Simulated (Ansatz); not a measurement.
# The false plateau in GW convergence: SiC (F-43m), part 2 of 2

Can the band sum of G0W0 be converged at a fixed screening cutoff? A test on SiC (F-43m).

Ansatz 0.2.0; G0W0 on PBE, plane waves, PAW; PAW set soft_1. Known limits of the many-body steps: not at the basis limit.

So far. Step 7 (86 empty bands, screening to 150 eV): The G0W0 gap on the mesh is 2.176 eV.

### Step 8. 153 empty bands, screening to 220 eV

File input.yaml:

```yaml
crystal:
  lattice:
    - [0.0, 2.179, 2.179]
    - [2.179, 0.0, 2.179]
    - [2.179, 2.179, 0.0]
  atoms:
    - { symbol: Si, position: [0.0, 0.0, 0.0] }
    - { symbol: C, position: [0.25, 0.25, 0.25] }
kpoints:
  mp_grid: { grid: [6, 6, 6] }
hamiltonian:
  xc: pbe
  pseudopotentials: { kind: paw, azcp: { folder: soft_1 } }
scf:
  occupations: { method: fixed }
gw:
  n_empty_bands: 153
  ecut_chi: 220
  qp_bands: [v2, c2]
  qp_kpoints: band_edges
  screening: { model: contour_deformation }
```

On the command line:

```sh
$ ansatz run input.yaml --threads 3 --pin off --max-ram 92160MiB --backend cuda --events-out ev --progress --plain --runs-dir out --devices 1 --max-vram 13GiB
```

Numbers of over 12 decimals in the logs are rounded to 6 here.

Output:

```text
GPUs: using 1 of 1 available (devices: 1).
[...]
GPU FFT provider: cuFFT
GPU libraries: cuBLAS 13.8.2, cuFFT 12.4.0, cuSOLVER 12.3.4
Crystal: 2 atoms, lattice volume = 20.692 Å³
Basis set: ecut = 420 eV, 411 PW (Γ)
Bands: 8, of which v1, the nominal top of the filled ones, is band 4 counted from 1 (3 counted from 0)
Symmetry: 24 space group operations
[...]
k-points: 16 of 216 (time reversal used)
[...]
1     6     17.3056    -7.9376    -5.4768   -13.9387  0.7910    17.8326    17.8300  root
[...]
12     3      6.2963   -18.5762     2.8490   -14.7839  0.7691     5.3418     5.3529  root
    12     4      6.2963   -18.5762     2.8490   -14.7839  0.7691     5.3418     5.3529  root
    12     5     10.8430    -7.1456    -4.0678   -11.3561  0.8174    10.9859    10.9858  root
    12     6     13.8105    -7.4546    -4.5605   -12.3389  0.8197    14.1349    14.1343  root
[key lines of the parts left out:]
SCF converged after 7 iterations
Free energy (F): -887.149127 eV
Fermi energy:    9.489145 eV
```

It took 8.4 s on 1 × NVIDIA H100 80GB HBM3 (shared by 6 runs) with 3 threads of AMD EPYC 7R13 (Zen 3), shared host; peak memory 1.1 GiB; 9.6 s of CPU time.

The G0W0 gap on the mesh is 2.263 eV.

### Step 9. 46 empty bands, screening to 300 eV

Edit input.yaml of step 8 so:

```diff
@@ -16,4 +16,4 @@
 gw:
-  n_empty_bands: 153
-  ecut_chi: 220
+  n_empty_bands: 46
+  ecut_chi: 300
   qp_bands: [v2, c2]
```

Output:

```text
GPUs: using 1 of 1 available (devices: 1).
[...]
GPU FFT provider: cuFFT
GPU libraries: cuBLAS 13.8.2, cuFFT 12.4.0, cuSOLVER 12.3.4
Crystal: 2 atoms, lattice volume = 20.692 Å³
Basis set: ecut = 420 eV, 411 PW (Γ)
Bands: 8, of which v1, the nominal top of the filled ones, is band 4 counted from 1 (3 counted from 0)
Symmetry: 24 space group operations
[...]
k-points: 16 of 216 (time reversal used)
[...]
1     6     17.3056    -7.9376    -5.2556   -13.9387  0.7920    18.0568    18.0512  root
[...]
12     3      6.2963   -18.5762     3.0978   -14.7839  0.7697     5.5957     5.6017  root
    12     4      6.2963   -18.5762     3.0978   -14.7839  0.7697     5.5957     5.6017  root
    12     5     10.8430    -7.1456    -3.8870   -11.3561  0.8180    11.1671    11.1666  root
    12     6     13.8105    -7.4546    -4.3605   -12.3389  0.8204    14.3360    14.3342  root
[key lines of the parts left out:]
SCF converged after 7 iterations
Free energy (F): -887.149127 eV
Fermi energy:    9.489145 eV
```

The job ended after 9.4 s (1 × NVIDIA H100 80GB HBM3 (shared by 6 runs) with 3 threads; peak memory 1.1 GiB; 7.9 s of CPU time).

The G0W0 gap on the mesh is 2.126 eV.

### Step 10. 244 empty bands, screening to 300 eV

Edit input.yaml of step 9 so:

```diff
@@ -16,3 +16,3 @@
 gw:
-  n_empty_bands: 46
+  n_empty_bands: 244
   ecut_chi: 300
```

Output:

```text
GPUs: using 1 of 1 available (devices: 1).
[...]
GPU FFT provider: cuFFT
GPU libraries: cuBLAS 13.8.2, cuFFT 12.4.0, cuSOLVER 12.3.4
Crystal: 2 atoms, lattice volume = 20.692 Å³
Basis set: ecut = 420 eV, 411 PW (Γ)
Bands: 8, of which v1, the nominal top of the filled ones, is band 4 counted from 1 (3 counted from 0)
Symmetry: 24 space group operations
[...]
k-points: 16 of 216 (time reversal used)
[...]
1     6     17.3056    -7.9376    -5.5183   -13.9387  0.7908    17.7908    17.7885  root
[...]
12     3      6.2963   -18.5762     2.7956   -14.7839  0.7688     5.2869     5.2995  root
    12     4      6.2963   -18.5762     2.7956   -14.7839  0.7688     5.2869     5.2995  root
    12     5     10.8430    -7.1456    -4.0990   -11.3561  0.8174    10.9546    10.9546  root
    12     6     13.8105    -7.4546    -4.5968   -12.3389  0.8196    14.0985    14.0979  root
[key lines of the parts left out:]
SCF converged after 7 iterations
Free energy (F): -887.149127 eV
Fermi energy:    9.489145 eV
```

It took 8.1 s on 1 × NVIDIA H100 80GB HBM3 (shared by 6 runs) with 3 threads; peak memory 1.2 GiB; 9.4 s of CPU time.

The G0W0 gap on the mesh is 2.303 eV.

### Step 11. The grid

Start PBE, 6×6×6 mesh. Times are wall times on 1 × NVIDIA H100 80GB HBM3 (shared by 6 runs) with 3 threads of AMD EPYC 7R13 (Zen 3), shared host, good to a factor of about two.

| cutoff (eV) | plane waves at q = 0 | bands summed | gap (eV) | Σc valence (eV) | Σc conduction (eV) | time |
| --- | --- | --- | --- | --- | --- | --- |
| 50 | 15 | 20 | 1.783 | 2.84 | -3.55 | 10 s |
| 50 | 15 | 90 | 1.766 | 2.52 | -3.90 | 11 s |
| 100 | 59 | 50 | 2.038 | 2.26 | -3.88 | 13 s |
| 100 | 59 | 248 | 2.083 | 2.09 | -4.01 | 15 s |
| 150 | 65 | 20 | 1.989 | 2.68 | -3.51 | 8.1 s |
| 150 | 65 | 90 | 2.176 | 2.01 | -4.00 | 6.2 s |
| 220 | 169 | 157 | 2.263 | 1.85 | -4.07 | 8.4 s |
| 300 | 259 | 50 | 2.126 | 2.17 | -3.89 | 9.4 s |
| 300 | 259 | 248 | 2.303 | 1.78 | -4.10 | 8.1 s |

### Step 12. What came out

| Property | Result |
| --- | --- |
| 20 bands, 50 eV | 1.783 eV |
| 90 bands, 50 eV | 1.766 eV |
| 50 bands, 100 eV | 2.038 eV |
| 248 bands, 100 eV | 2.083 eV |
| 20 bands, 150 eV | 1.989 eV |
| 90 bands, 150 eV | 2.176 eV |
| 157 bands, 220 eV | 2.263 eV |
| 50 bands, 300 eV | 2.126 eV |
| 248 bands, 300 eV | 2.303 eV |
| estimated limit along the diagonal | 2.37 eV |
| mesh and start | 6×6×6, PBE |

At 50 eV, going from 20 to 90 bands moves the gap by −0.02 eV. At 100 eV, going from 50 to 248 bands moves the gap by +0.05 eV. At 150 eV, going from 20 to 90 bands moves the gap by +0.19 eV. At 300 eV, going from 50 to 248 bands moves the gap by +0.18 eV. At 20 bands, raising the cutoff from 50 to 150 eV moves it by +0.21 eV. At 90 bands, raising the cutoff from 50 to 150 eV moves it by +0.41 eV. At 50 bands, raising the cutoff from 100 to 300 eV moves it by +0.09 eV. At 248 bands, raising the cutoff from 100 to 300 eV moves it by +0.22 eV. Along the diagonal, where both rise together, the two highest rungs point to 2.37 eV. Gaps are over the mesh's points; an edge off the mesh would be missed. A low cutoff hides what high bands add, so a band series at one cutoff can look settled before the gap is.

[Paths, hosts, dates, memory and timing lines, banners, echoed tables and standing remarks are left out of the program output.]

[Logs are printed without paths, hosts, clocks, repeated set-up lines and the standing remarks that a program may print on its own settings, such as how far it seeks lower states.]

[Runs of the session that timed out or met a known fault of the program may be left out.]

[Cells called generated may have been cut or substituted from an entry of the Crystallography Open Database or the Materials Project.]

[Hosts, paths, dates, database ids (printed as entryN), source tags and the programs' standing remarks are cut or masked in the printed files.]
